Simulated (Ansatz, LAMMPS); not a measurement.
# An extra electron or hole in Ga2O3 with crystalline order left by the classical run (95 atoms)

Does an extra electron or hole in Ga2O3 with crystalline order left by the classical run (95 atoms) stay spread out, or do the atoms trap it?

Program: Ansatz 0.2.0. Level of theory: Kohn-Sham DFT, PBE, PAW (set soft_1), plane waves; PAW set soft_1. Values are calculated unless marked as measured.

### Step 1. The starting structure

The cell holds 95 atoms: 38 Ga and 57 O. Its edges and angles: a = 10.645 Å, b = 10.645 Å, c = 10.645 Å, α = 90.0°, β = 90.0°, γ = 90.0°. 95 atoms (38 Fe, 57 O) placed at random at 4.21 g/cm³, melted at 5000 K for 10 ps at fixed volume with the Morse and Coulomb pair potential with partial charges (Pedone, Malavasi, Menziani, Cormack and Segre, J. Phys. Chem. B 110, 11780 (2006)). Quenched from 5000 K to 300 K at 50 K/ps and fixed volume, held 5 ps, then minimised at fixed cell. Then Fe was replaced by Ga and the cell scaled by 1.003 (the potential has no terms for the new elements, so the cell is a start for a DFT relaxation).

What the set-up can't give: The quench rate of 50 K/ps is many orders above laboratory rates, so the cell is likely richer in defects and strain than a real sample. The starting topology of bonds comes from the classical model, and needn't be the one that DFT or experiment would give. The Brillouin zone is sampled at Γ only, in a cell whose shortest periodic width is 11 Å.

### Step 2. Single point at the start

The forces at the start show how far the geometry lies from a minimum of this functional.

input.yaml

```yaml
crystal:
  lattice:
    - [10.64534, 0.0, 0.0]
    - [0.0, 10.64534, 0.0]
    - [0.0, 0.0, 10.64534]
  atoms:
    - { symbol: Ga, position: [0.8401, 0.09468, 0.43161] }
    - { symbol: Ga, position: [0.61114, 0.93082, 0.26021] }
    - { symbol: Ga, position: [0.32373, 0.57638, 0.88768] }
    - { symbol: Ga, position: [0.85042, 0.66376, 0.28081] }
    - { symbol: Ga, position: [0.04363, 0.70058, 0.02639] }
    - { symbol: Ga, position: [0.0535, 0.9163, 0.24972] }
    - { symbol: Ga, position: [0.08798, 0.26925, 0.23452] }
    - { symbol: Ga, position: [0.08412, 0.3092, 0.62958] }
    - { symbol: Ga, position: [0.11843, 0.5169, 0.45233] }
    - { symbol: Ga, position: [0.58909, 0.65128, 0.33834] }
    - { symbol: Ga, position: [0.62457, 0.49908, 0.82594] }
    - { symbol: Ga, position: [0.63358, 0.00468, 0.69091] }
    - { symbol: Ga, position: [0.05445, 0.51263, 0.82796] }
    - { symbol: Ga, position: [0.12957, 0.7398, 0.65389] }
    - { symbol: Ga, position: [0.55646, 0.41895, 0.15103] }
    - { symbol: Ga, position: [0.80168, 0.96704, 0.97345] }
    - { symbol: Ga, position: [0.31664, 0.8249, 0.07172] }
    - { symbol: Ga, position: [0.08253, 0.97386, 0.97753] }
    - { symbol: Ga, position: [0.29066, 0.78432, 0.37741] }
    - { symbol: Ga, position: [0.8414, 0.83552, 0.49988] }
    - { symbol: Ga, position: [0.2984, 0.27371, 0.96248] }
    - { symbol: Ga, position: [0.29134, 0.54259, 0.15767] }
    - { symbol: Ga, position: [0.82693, 0.45671, 0.06929] }
    - { symbol: Ga, position: [0.33289, 0.32769, 0.39379] }
    - { symbol: Ga, position: [0.12404, 0.08907, 0.44398] }
    - { symbol: Ga, position: [0.84124, 0.38292, 0.36442] }
    - { symbol: Ga, position: [0.57905, 0.20097, 0.93452] }
    - { symbol: Ga, position: [0.77795, 0.27374, 0.68252] }
    - { symbol: Ga, position: [0.02772, 0.24647, 0.91778] }
    - { symbol: Ga, position: [0.60257, 0.71624, 0.04483] }
    - { symbol: Ga, position: [0.84875, 0.5646, 0.57829] }
    - { symbol: Ga, position: [0.29529, 0.05901, 0.72718] }
    - { symbol: Ga, position: [0.36931, 0.35313, 0.68026] }
    - { symbol: Ga, position: [0.81116, 0.17707, 0.15592] }
    - { symbol: Ga, position: [0.0225, 0.02774, 0.70842] }
    - { symbol: Ga, position: [0.36748, 0.07828, 0.20015] }
    - { symbol: Ga, position: [0.57886, 0.20635, 0.41941] }
    - { symbol: Ga, position: [0.83351, 0.76057, 0.78622] }
    - { symbol: O, position: [0.70755, 0.13985, 0.5787] }
    - { symbol: O, position: [0.42439, 0.6944, 0.98601] }
    - { symbol: O, position: [0.45833, 0.0011, 0.69377] }
    - { symbol: O, position: [0.94898, 0.53116, 0.39619] }
    - { symbol: O, position: [0.73958, 0.95075, 0.39506] }
    - { symbol: O, position: [0.15146, 0.26526, 0.06538] }
    - { symbol: O, position: [0.23706, 0.18882, 0.32365] }
    - { symbol: O, position: [0.68178, 0.29268, 0.07183] }
    - { symbol: O, position: [0.96267, 0.01626, 0.53528] }
    - { symbol: O, position: [0.1665, 0.91241, 0.6811] }
    - { symbol: O, position: [0.94858, 0.21052, 0.72539] }
    - { symbol: O, position: [0.91942, 0.33244, 0.194] }
    - { symbol: O, position: [0.98454, 0.08743, 0.28641] }
    - { symbol: O, position: [0.46713, 0.77388, 0.38514] }
    - { symbol: O, position: [0.6548, 0.53749, 0.0039] }
    - { symbol: O, position: [0.18985, 0.93383, 0.37933] }
    - { symbol: O, position: [0.38686, 0.42497, 0.02903] }
    - { symbol: O, position: [0.20974, 0.99096, 0.12841] }
    - { symbol: O, position: [0.6774, 0.74866, 0.20889] }
    - { symbol: O, position: [0.74944, 0.21838, 0.33738] }
    - { symbol: O, position: [0.46732, 0.5712, 0.22264] }
    - { symbol: O, position: [0.92985, 0.40139, 0.9247] }
    - { symbol: O, position: [0.68114, 0.06988, 0.86037] }
    - { symbol: O, position: [0.92705, 0.12326, 0.01181] }
    - { symbol: O, position: [0.71885, 0.49062, 0.25916] }
    - { symbol: O, position: [0.18121, 0.81837, 0.95581] }
    - { symbol: O, position: [0.77787, 0.39186, 0.54117] }
    - { symbol: O, position: [0.38441, 0.22535, 0.80719] }
    - { symbol: O, position: [0.14833, 0.09547, 0.86101] }
    - { symbol: O, position: [0.20839, 0.44277, 0.29416] }
    - { symbol: O, position: [0.20095, 0.61392, 0.75953] }
    - { symbol: O, position: [0.7443, 0.66961, 0.44868] }
    - { symbol: O, position: [0.23614, 0.72384, 0.20632] }
    - { symbol: O, position: [0.65806, 0.32446, 0.80489] }
    - { symbol: O, position: [0.19372, 0.67493, 0.48729] }
    - { symbol: O, position: [0.16547, 0.35475, 0.81386] }
    - { symbol: O, position: [0.7216, 0.02191, 0.13265] }
    - { symbol: O, position: [0.17528, 0.56079, 0.00876] }
    - { symbol: O, position: [0.45586, 0.28505, 0.53355] }
    - { symbol: O, position: [0.48206, 0.3253, 0.28985] }
    [... 11 atom lines left out ...]
    - { symbol: O, position: [0.00263, 0.47295, 0.6465] }
    - { symbol: O, position: [0.44609, 0.48989, 0.77751] }
    - { symbol: O, position: [0.967, 0.66602, 0.86742] }
    - { symbol: O, position: [0.7214, 0.80243, 0.93581] }
    - { symbol: O, position: [0.75026, 0.87442, 0.65987] }
    - { symbol: O, position: [0.23392, 0.39808, 0.54518] }
kpoints:
  mp_grid: { grid: [1, 1, 1] }
hamiltonian:
  xc: pbe
  pseudopotentials: { kind: paw, azcp: { folder: soft_1 } }
scf:
  occupations: { method: gaussian, width: 0.025 }
output:
  forces: true
```

On the command line:

```sh
> ansatz run input.yaml --threads 4 --pin off --max-ram 8192MiB --backend cpu --events-out ev --progress --plain --runs-dir out
```

The log of the run:

```text
Engine: ansatz 0.2.0, aarch64-unknown-linux-gnu
Pseudopotentials: kind: paw
Pseudopotential: Ga, paw, valence charge 13, recommended cutoff 420 eV (normal), soft_1/Ga.paw.azcp
Pseudopotential: O, paw, valence charge 6, recommended cutoff 420 eV (normal), soft_1/O.paw.azcp
[... 5 lines on functional and potentials left out ...]
Crystal: 95 atoms, lattice volume = 1206.365 Å³
Basis set: ecut = 420 eV, 23583 PW (Γ), exchange–correlation on 144×144×144 points (8 copies of the dense FFT grid, shifted against one another)
Bands: 513, of which v1, the nominal top of the filled ones, is band 418 counted from 1 (417 counted from 0)
Symmetry: 1 space group operations
Space group: P1 (ITA 1), of the structure as read, at distance tolerance 1.1e-4 Å
k-points: 1
[... 5 lines on functional and potentials left out ...]
Initial density: superposition of atomic densities (chi_scale 0.1, normalization cell, long waves kept (reshape's long-wave potential 0.14 eV rms))
Initial wavefunctions: pseudopotential atomic-orbital guess
Functional: x = pbe(κ = 0.804, μ = 0.219515), c = pbe(β = 0.066725)
SCF iter   1: F=—  HF=-176134.529990 eV  |F-HF|=—  |Δ(HF+E_count)|=         —  Δρ=1.07e-1  dr2=6.43e1  ethr=3.10e-3  ⟨swp⟩=5.0  Hψ=1568  notcnv=0  defer=48
preconditioner: auto → Resta (q_TF=auto, 2.567 Å⁻¹)  ε∞=4.1  [insulator: Δε(μ)=1.218 eV  Ē_g=17.577 eV  σ=0.025 eV  W_gap=1.00  n_scr=340 (ndim 8)  ℏωp=30.9 eV  f_vac=0.074  D(μ)=0.00/eV (n_scr^D=0)  ε∞_Penn≈4.1]
SCF iter   2: F=—  HF=-176117.743331 eV  |F-HF|=—  |Δ(HF+E_count)|=    1.68e1  Δρ=4.84e-2  dr2=1.35e1  ethr=3.10e-3  ⟨swp⟩=2.0  Hψ=961  notcnv=0  defer=87
SCF iter   3: F=—  HF=-176112.947569 eV  |F-HF|=—  |Δ(HF+E_count)|=    4.80e0  Δρ=1.61e-2  dr2=2.62e0  ethr=1.61e-3  ⟨swp⟩=3.0  Hψ=804  notcnv=0  defer=59
automatic band count: iteration 3 solves 485 bands in place of 513: the levels show a gap, and the empty bands left out lie too high to hold charge; the band table lists the bands solved (type scf.n_extra_bands for more)
SCF iter   4: F=—  HF=-176112.251447 eV  |F-HF|=—  |Δ(HF+E_count)|=   6.96e-1  Δρ=4.94e-3  dr2=2.93e-1  ethr=3.13e-4  ⟨swp⟩=3.0  Hψ=932  notcnv=0  defer=59
SCF iter   5: F=—  HF=-176112.379667 eV  |F-HF|=—  |Δ(HF+E_count)|=   1.28e-1  Δρ=3.54e-3  dr2=1.32e-1  ethr=3.51e-5  ⟨swp⟩=3.0  Hψ=851  notcnv=0  defer=59
SCF iter   6: F=—  HF=-176112.420270 eV  |F-HF|=—  |Δ(HF+E_count)|=   4.06e-2  Δρ=1.45e-3  dr2=2.47e-2  ethr=1.58e-5  ⟨swp⟩=2.0  Hψ=800  notcnv=0  defer=59
SCF iter   7: F=—  HF=-176112.420655 eV  |F-HF|=—  |Δ(HF+E_count)|=   3.85e-4  Δρ=4.30e-4  dr2=3.60e-3  ethr=2.96e-6  ⟨swp⟩=2.0  Hψ=930  notcnv=0  defer=59
SCF iter   8: F=—  HF=-176112.423922 eV  |F-HF|=—  |Δ(HF+E_count)|=   3.27e-3  Δρ=2.46e-4  dr2=9.01e-4  ethr=4.30e-7  ⟨swp⟩=2.0  Hψ=790  notcnv=0  defer=59
SCF iter   9: F=—  HF=-176112.424293 eV  |F-HF|=—  |Δ(HF+E_count)|=   3.71e-4  Δρ=1.64e-4  dr2=3.48e-4  ethr=1.08e-7  ⟨swp⟩=2.0  Hψ=844  notcnv=0  defer=59
SCF iter  10: F=—  HF=-176112.424358 eV  |F-HF|=—  |Δ(HF+E_count)|=   6.47e-5  Δρ=4.82e-5  dr2=4.15e-5  ethr=4.16e-8  ⟨swp⟩=2.0  Hψ=791  notcnv=0  defer=59
SCF iter  11: F=—  HF=-176112.425667 eV  |F-HF|=—  |Δ(HF+E_count)|=   1.31e-3  Δρ=6.73e-5  dr2=5.03e-5  ethr=4.97e-9  ⟨swp⟩=2.0  Hψ=843  notcnv=0  defer=59
SCF iter  12: F=—  HF=-176112.425662 eV  |F-HF|=—  |Δ(HF+E_count)|=   4.34e-6  Δρ=1.30e-5  dr2=2.08e-6  ethr=4.97e-9  ⟨swp⟩=2.0  Hψ=790  notcnv=0  defer=59
SCF iter  13: F=—  HF=-176112.425662 eV  |F-HF|=—  |Δ(HF+E_count)|=   8.61e-9  Δρ=5.25e-6  dr2=3.79e-7  ethr=2.49e-10  ⟨swp⟩=2.0  Hψ=836  notcnv=0  defer=59
SCF iter  14: F=—  HF=-176112.425663 eV  |F-HF|=—  |Δ(HF+E_count)|=   1.92e-7  Δρ=3.13e-6  dr2=1.24e-7  ethr=1.20e-11  ⟨swp⟩=4.0  Hψ=1518  notcnv=0
SCF iter  15: F=-176112.425663 eV  HF=-176112.425663 eV  |F-HF|=4.34e-9  |Δ(HF+E_count)|=   4.04e-8  Δρ=1.16e-6  dr2=1.98e-8  ethr=1.20e-11  ⟨swp⟩=4.0  Hψ=1320  notcnv=0
SCF 1 converged in 15 iterations: F = -176112.425663 eV  dr2 = 1.98e-8
  greatest PAW one-centre occupation: 0.998 electrons in one spin orbital (limit 2), on the Ga atom at site 25 (counted from 0), in its partial waves of l = 2
SCF converged after 15 iterations
Free energy (F): -176112.425663 eV
Harris-Foulkes:  -176112.425663 eV  (|F-HF|=4.34e-9)
Internal energy: -176112.425663 eV  (E = F + TS)
E sigma→0 (E₀):  -176112.425663 eV
Fermi energy:    6.396780 eV
--- Per-component energies (eV) ---
  E_band       = -3007.117012
  E_kinetic    = 13703.264921
  E_local      = -86487.625112  (includes V_loc(G=0)·N_el)
  E_nonlocal   = -342.805796
  E_hartree    = 47914.695667
  E_xc         = -6368.422417
  E_vxc        = -7191.319308  (∫ρ·V_xc dr)
  E_paw        = -85281.737586  (= ΣΔE_a)
  E_vpaw       = -18518.059556  (= ΣTr[D̂ρ^β])
  E_aug_tail   = 0.035606  (compensation charges beyond the density's cutoff)
  E_ewald      = -59249.830945
  E_smearing   = -0.000000  (= −TS)
  E_closure    = -0.000000  (closes the sum)
  Σ components = -176112.425663   (vs F -176112.425663, Δ=0.00e0)
--- Forces (eV/Å), atoms counted from 1 ---
  atom   1  Ga     0.23397356    -0.26555260    -0.05430100
  atom   2  Ga    -0.13724950     0.44745213    -0.20963681
  atom   3  Ga     0.19696970     0.31047636     0.32953738
  atom   4  Ga     0.71229062     0.02637504     0.10889834
  atom   5  Ga     0.41191287     0.42183155    -0.31703281
  atom   6  Ga    -0.08920187     0.37354379    -0.09812567
  atom   7  Ga     0.43514360    -0.14508020     0.13970894
  atom   8  Ga    -0.59066148    -0.05356776    -0.40563784
  atom   9  Ga     0.47687019     0.03904499    -0.43289638
  atom  10  Ga    -1.17923404     0.21111586    -0.27893208
  atom  11  Ga     0.34982498    -0.19394673    -0.51061976
  atom  12  Ga    -0.38422404     0.23767331     0.60934210
  atom  13  Ga    -0.06717315    -0.41548855    -0.49947434
  atom  14  Ga     0.67798527     0.03736358    -0.21574171
[...]
atom  94  O     -0.06255898    -0.27737496     0.04114630
  atom  95  O      0.54585654    -0.08481032     0.12125132
  max |Σ_I F_I| component: 2.57e-5 eV/Å
```

It took 28 s on 4 threads of Arm Neoverse V2, shared host; peak memory 1.8 GiB.

The r.m.s. force at the start is 0.36 eV/Å.

### Step 3. Relaxation

With the cell held, the atoms are moved downhill towards a nearby minimum.

input.yaml

```yaml
crystal:
  lattice:
    - [10.64534, 0.0, 0.0]
    - [0.0, 10.64534, 0.0]
    - [0.0, 0.0, 10.64534]
  atoms:
    [... the 95 atom lines of step 2 ...]
kpoints:
  mp_grid: { grid: [1, 1, 1] }
hamiltonian:
  xc: pbe
  pseudopotentials: { kind: paw, azcp: { folder: soft_1 } }
scf:
  occupations: { method: gaussian, width: 0.025 }
output:
  forces: true
relax:
  f_tol: 0.05
  max_steps: 120
```

The log of the run:

```text
[...]
Crystal: 95 atoms, lattice volume = 1206.365 Å³
Basis set: ecut = 420 eV, 23583 PW (Γ), exchange–correlation on 144×144×144 points (8 copies of the dense FFT grid, shifted against one another)
Bands: 513, of which v1, the nominal top of the filled ones, is band 418 counted from 1 (417 counted from 0)
Symmetry: 1 space group operations
[...]
k-points: 1
[...]
SCF iter   1: F=—  HF=-176134.529991 eV  |F-HF|=—  |Δ(HF+E_count)|=         —  Δρ=1.07e-1  dr2=6.43e1  ethr=3.10e-3  ⟨swp⟩=5.0  Hψ=1568  notcnv=0  defer=48
[...]
SCF iter  10: F=-176112.425645 eV  HF=-176112.425635 eV  |F-HF|=1.06e-5  |Δ(HF+E_count)|=   4.77e-5  Δρ=4.81e-5  dr2=4.15e-5  ethr=7.48e-9  ⟨swp⟩=2.0  Hψ=1726  notcnv=0
SCF 1 converged in 10 iterations: F = -176112.425645 eV  dr2 = 4.15e-5
[...]
relax step   1: F+E_penalty+E_count = -176112.42564544 eV  Δ(F+E_penalty+E_count) = +0.000e0 eV  max|allowed force component| = 1.220e0 eV/Å  Δτ_max = 0.0000 Å  (10 SCF iters, dr2 threshold 6.25e-5 eV, accepted)
[...]
relax step   2: F+E_penalty+E_count = -176113.98392541 eV  Δ(F+E_penalty+E_count) = -1.558e0 eV  max|allowed force component| = 7.327e-1 eV/Å  Δτ_max = 0.1435 Å  (8 SCF iters, dr2 threshold 9.31e-5 eV, accepted)
[...]
relax step   3: F+E_penalty+E_count = -176115.44378769 eV  Δ(F+E_penalty+E_count) = -1.460e0 eV  max|allowed force component| = 5.971e-1 eV/Å  Δτ_max = 0.2000 Å  (8 SCF iters, dr2 threshold 3.36e-5 eV, accepted)
relax step   4: F+E_penalty+E_count = -176116.65637329 eV  Δ(F+E_penalty+E_count) = -1.213e0 eV  max|allowed force component| = 4.798e-1 eV/Å  Δτ_max = 0.2000 Å  (8 SCF iters, dr2 threshold 1.00e-4 eV, accepted)
relax step   5: F+E_penalty+E_count = -176117.34595728 eV  Δ(F+E_penalty+E_count) = -6.896e-1 eV  max|allowed force component| = 2.876e-1 eV/Å  Δτ_max = 0.2000 Å  (8 SCF iters, dr2 threshold 1.00e-4 eV, accepted)
relax step   6: F+E_penalty+E_count = -176117.74911616 eV  Δ(F+E_penalty+E_count) = -4.032e-1 eV  max|allowed force component| = 2.455e-1 eV/Å  Δτ_max = 0.2000 Å  (8 SCF iters, dr2 threshold 2.97e-5 eV, accepted)
relax step   7: F+E_penalty+E_count = -176117.99565901 eV  Δ(F+E_penalty+E_count) = -2.465e-1 eV  max|allowed force component| = 3.728e-1 eV/Å  Δτ_max = 0.1949 Å  (8 SCF iters, dr2 threshold 2.17e-5 eV, accepted)
relax step   8: F+E_penalty+E_count = -176118.30038148 eV  Δ(F+E_penalty+E_count) = -3.047e-1 eV  max|allowed force component| = 2.479e-1 eV/Å  Δτ_max = 0.2000 Å  (8 SCF iters, dr2 threshold 1.00e-4 eV, accepted)
relax step   9: F+E_penalty+E_count = -176118.45134955 eV  Δ(F+E_penalty+E_count) = -1.510e-1 eV  max|allowed force component| = 1.198e-1 eV/Å  Δτ_max = 0.2000 Å  (8 SCF iters, dr2 threshold 2.72e-5 eV, accepted)
relax step  10: F+E_penalty+E_count = -176118.52233100 eV  Δ(F+E_penalty+E_count) = -7.098e-2 eV  max|allowed force component| = 2.286e-1 eV/Å  Δτ_max = 0.1954 Å  (9 SCF iters, dr2 threshold 3.35e-6 eV, accepted)
relax step  11: F+E_penalty+E_count = -176118.61008020 eV  Δ(F+E_penalty+E_count) = -8.775e-2 eV  max|allowed force component| = 1.524e-1 eV/Å  Δτ_max = 0.2000 Å  (8 SCF iters, dr2 threshold 1.22e-5 eV, accepted)
relax step  12: F+E_penalty+E_count = -176118.68875480 eV  Δ(F+E_penalty+E_count) = -7.867e-2 eV  max|allowed force component| = 1.148e-1 eV/Å  Δτ_max = 0.2000 Å  (8 SCF iters, dr2 threshold 1.03e-5 eV, accepted)
relax step  13: F+E_penalty+E_count = -176118.70942707 eV  Δ(F+E_penalty+E_count) = -2.067e-2 eV  max|allowed force component| = 3.460e-1 eV/Å  Δτ_max = 0.1957 Å  (8 SCF iters, dr2 threshold 5.86e-6 eV, accepted)
relax step  14: F+E_penalty+E_count = -176118.77985686 eV  Δ(F+E_penalty+E_count) = -7.043e-2 eV  max|allowed force component| = 8.532e-2 eV/Å  Δτ_max = 0.1936 Å  (6 SCF iters, dr2 threshold 6.79e-5 eV, accepted)
[...]
relax step  15: F+E_penalty+E_count = -176118.78633746 eV  Δ(F+E_penalty+E_count) = -6.481e-3 eV  max|allowed force component| = 2.825e-2 eV/Å  Δτ_max = 0.0310 Å  (9 SCF iters, accepted)
SCF converged after 9 iterations
Free energy (F): -176118.786337 eV
[...]
Internal energy: -176118.786337 eV  (E = F + TS)
E sigma→0 (E₀):  -176118.786337 eV
Fermi energy:    6.657096 eV
[...]
--- Forces (eV/Å), atoms counted from 1 ---
  atom   1  Ga    -0.00685954     0.00093286    -0.00427934
  atom   2  Ga    -0.00914599     0.00935025    -0.02184603
  atom   3  Ga    -0.00314692    -0.00771083     0.00347025
  atom   4  Ga    -0.01182113    -0.00720684     0.01795437
  atom   5  Ga     0.01447973     0.00959246    -0.00622994
  atom   6  Ga     0.02718406     0.00664662    -0.00694804
  atom   7  Ga     0.00474325     0.00087419     0.00093491
  atom   8  Ga     0.00347876    -0.00382349     0.00028865
  atom   9  Ga    -0.00993744    -0.01287225    -0.00331070
  atom  10  Ga     0.00358643    -0.00451370    -0.00351768
  atom  11  Ga     0.00584278    -0.00812547     0.00323856
  atom  12  Ga    -0.01340064     0.00553133    -0.00030033
  atom  13  Ga    -0.00903776    -0.00180339     0.00178050
  atom  14  Ga    -0.01091818     0.01404809     0.01188752
[...]
atom  94  O      0.00233843    -0.01600375     0.00522430
  atom  95  O      0.00188308     0.01023410     0.00596142
  max |Σ_I F_I| component: 2.38e-5 eV/Å
--- Relaxed structure (15 steps of the walk, 15 accepted, 0 SCFs on fresh bases) ---
  F+E_penalty+E_count = -176118.78633746 eV   max|allowed force component| = 2.825e-2 eV/Å
  atoms:
    - { symbol: Ga, position: [0.883054, 0.098239, 0.419662] }
    - { symbol: Ga, position: [0.667201, 0.928217, 0.238528] }
    - { symbol: Ga, position: [0.307051, 0.636397, 0.890929] }
    - { symbol: Ga, position: [0.862058, 0.652708, 0.298523] }
[...]
- { symbol: O, position: [0.162019, 0.391758, 0.557306] }
```

Run time: 4.5 min. Hardware: 4 threads; peak memory 1.8 GiB; 17 min of CPU time.

The relaxation converged after 15 steps, 6.36 eV below its start, with a largest force component of 0.028 eV/Å.

[end of part 1 of 5]

[Long decimals in the printed logs are rounded to 6 places.]

[Logs are printed without paths, hosts, clocks, repeated set-up lines and the standing remarks that a program may print on its own settings, such as how far it seeks lower states.]

[Hosts, paths, dates, database ids (printed as entryN), source tags and the programs' standing remarks are cut or masked in the printed files.]
